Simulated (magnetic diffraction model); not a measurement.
# Solving a magnetic structure from powder neutron data: FeBi3S9

Space group Cc (no. 9), a = 12.4500 Å, b = 6.3420 Å, c = 16.1110 Å, β = 94.65°.

| site | atom | x | y | z |
| --- | --- | --- | --- | --- |
| 4a | Bi | 0.1262 | 0.4868 | 0.8346 |
| 4a | Bi | 0.4757 | 0.5110 | 0.5080 |
| 4a | Bi | 0.3076 | 0.9922 | 0.1833 |
| 4a | Fe | 0.2132 | 0.4941 | 0.0703 |
| 4a | S | 0.3277 | 0.2091 | 0.0519 |
| 4a | S | 0.1763 | 0.6663 | 0.6942 |
| 4a | S | 0.0201 | 0.1944 | 0.3690 |
| 4a | S | 0.0794 | 0.3482 | 0.9878 |
| 4a | S | 0.3775 | 0.3569 | 0.6305 |
| 4a | S | 0.2316 | 0.8487 | 0.3158 |
| 4a | S | 0.4615 | 0.8354 | 0.7682 |
| 4a | S | 0.2825 | 0.3767 | 0.4418 |
| 4a | S | 0.1334 | 0.7995 | 0.0953 |

This is a made-up structure (elements placed in a structure type, unrelaxed), so the numbers test the method and describe no known phase.

Only Fe is taken to order (form factors of Fe3+); orders and moment sizes are assumed, and not adapted to the symmetry. Radiation: neutrons of λ = 2.0775 Å, 3° to 30°; isotropic B of 0.21 Å² (Bi), 0.34 Å² (Fe) and 0.28 Å² (S). Simulated constant-wavelength pattern: nuclear and magnetic terms add, the magnetic one as |2.695 fm × Σ f S⊥ exp(2πi Q·r) exp(−B s²)|², summed over all Q at one angle with the factor 1/(sin²θ cos θ). For collinear order S is the moment m, which repeats by lattice and centring translations R with the sign exp(−2πi k·R). Free-ion form factors, Sears's scattering lengths of 1992, no absorption; a label names one of the reflections at its angle. The strongest nuclear line in the range is 100, and lines under 0.2 are left out.

Above the ordering temperature:

| 2θ (°) | index | I |
| --- | --- | --- |
| 14.87 | (0 0 2) | 33.0 |
| 19.28 | (2 0 0) | 22.7 |
| 21.20 | (1 1 0) | 40.0 |
| 22.22 | (1 1 -1) | 0.9 |
| 23.44 | (2 0 -2) | 21.8 |
| 25.39 | (2 0 2) | 46.1 |
| 25.53 | (1 1 -2) | 100.0 |
| 26.45 | (1 1 2) | 36.5 |
| 29.99 | (0 0 4) | 12.4 |

Below it (cell unchanged):

| 2θ (°) | I |
| --- | --- |
| 3.71 | 2.2 |
| 11.14 | 0.2 |
| 14.87 | 33.0 |
| 19.28 | 22.7 |
| 19.33 | 10.8 |
| 19.93 | 10.2 |
| 21.20 | 40.0 |
| 21.39 | 17.5 |
| 21.51 | 6.5 |
| 21.66 | 17.0 |
| 22.22 | 0.9 |
| 23.10 | 5.8 |
| 23.44 | 21.8 |
| 23.63 | 11.2 |
| 24.37 | 10.6 |
| 25.39 | 46.1 |
| 25.53 | 100.0 |
| 25.79 | 2.8 |
| 26.45 | 36.5 |
| 27.82 | 5.5 |
| 28.01 | 2.7 |
| 28.88 | 5.3 |
| 29.99 | 12.4 |

**Question.** Find the propagation vector, then choose among these models:
A. collinear moments along [001], 4.15 μB on Fe; signs + at (0.2132, 0.4941, 0.0703), + at (0.2132, 0.5059, 0.5703)
B. collinear moments along [010], 4.15 μB on Fe; signs + at (0.2132, 0.4941, 0.0703), + at (0.2132, 0.5059, 0.5703)
C. collinear moments along [001], 4.15 μB on Fe; signs + at (0.2132, 0.4941, 0.0703), − at (0.2132, 0.5059, 0.5703)
D. collinear moments along [010], 4.15 μB on Fe; signs + at (0.2132, 0.4941, 0.0703), − at (0.2132, 0.5059, 0.5703)

The new lines index as (0 0 1/2) at 3.71°, (2 0 -1/2) at 19.33°, (2 0 1/2) at 19.93° and (1 1 -1/2) at 21.39°, that is as H ± k with k = (0 0 1/2). Half indices mean that the moments reverse under translations with k·R a half-integer, and the magnetic cell has twice the primitive volume.

Magnetic intensity, observed (below minus above) and for each model:

| 2θ (°) | index | observed | A | B | C | D |
| --- | --- | --- | --- | --- | --- | --- |
| 3.71 | (0 0 1/2) | 2.2 | 2.2 | 333.3 | 2.2 | 333.3 |
| 11.14 | (0 0 3/2) | 0.2 | 0.2 | 36.0 | 0.2 | 36.0 |
| 18.61 | (0 0 5/2) | <0.2 | <0.2 | 12.2 | <0.2 | 12.2 |
| 21.39 | (1 1 -1/2) | 17.5 | 17.5 | 4.0 | 17.5 | 4.0 |
| 21.66 | (1 1 1/2) | 17.0 | 17.0 | 4.2 | 17.0 | 4.2 |
| 23.63 | (1 1 -3/2) | 11.2 | 11.2 | 5.2 | 11.2 | 5.2 |
| 24.37 | (1 1 3/2) | 10.6 | 10.6 | 5.4 | 10.6 | 5.4 |
| 26.17 | (0 0 7/2) | <0.2 | <0.2 | 5.7 | <0.2 | 5.7 |

Models A and C match alike on every line, so these data can't choose among them (such ties are often domains of one structure).

The absence at (0 0 5/2) is telling: Q lies nearly along the moments there, so the part normal to Q vanishes.

The structure used: k = (0 0 1/2), collinear moments along [001], 4.15 μB on Fe; signs + at (0.2132, 0.4941, 0.0703), − at (0.2132, 0.5059, 0.5703).
